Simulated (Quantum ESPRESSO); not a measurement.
Computed results, one entry a study.

## MnB: which magnetic order is lowest

It takes space group Pnma (No. 62, orthorhombic). The conventional cell has a = 5.563 Å, b = 2.977 Å, c = 4.147 Å, α = 90.00°, β = 90.00°, γ = 90.00°. Nearest to Mn lie 7 B at 2.19 to 2.25 Å. Nearest to B lie 2 B at 1.80 Å and 7 Mn at 2.19 to 2.25 Å. Farther neighbours are not listed.

* method: PBEsol; plane waves with GBRV 1.5 PBEsol potentials, no spin-orbit coupling (and 1 further level or step)
* program: Quantum ESPRESSO 7.5
* settings of one run: GBRV 1.5 PBEsol, potential files B: b_pbesol_v1.4.uspp.F.UPF, Mn: mn_pbesol_v1.5.uspp.F.UPF, cutoff 544.23 eV, 8×8×8 k-mesh, 55 bands, fermi-dirac occupations, smearing width 0.1 eV, collinear spin, SCF threshold 1.60e-8, mesh matched on, starting moments 3.5 3.5 3.5 3.5 0 0 0 0 μB
* cost: 3 runs, 5.6 min in all on 4 MPI ranks of Intel Xeon Platinum 8559C (Emerald Rapids), shared host (the runs of this entry)
* notes: The run is spin-polarised, with a total moment of 7.48 μB a cell (absolute 8.35).
* lowest state found: ferromagnetic (from ferro ++++)
* largest site moment: 1.85 μB
* next state with moments: antiferromagnetic, 165 meV a seeded atom higher

Only these 3 starts were compared; other wavevectors, canted and longer-period orders were not. Energies are free energies at an electronic temperature of 1160 K, which lowers moments and differences where the moments are itinerant.

[Hosts, paths, dates, database ids (printed as entryN), source tags and the programs' standing remarks are cut or masked in the printed files.]

[Where a cell is said to come from a database of computed structures, the database is the Materials Project.]
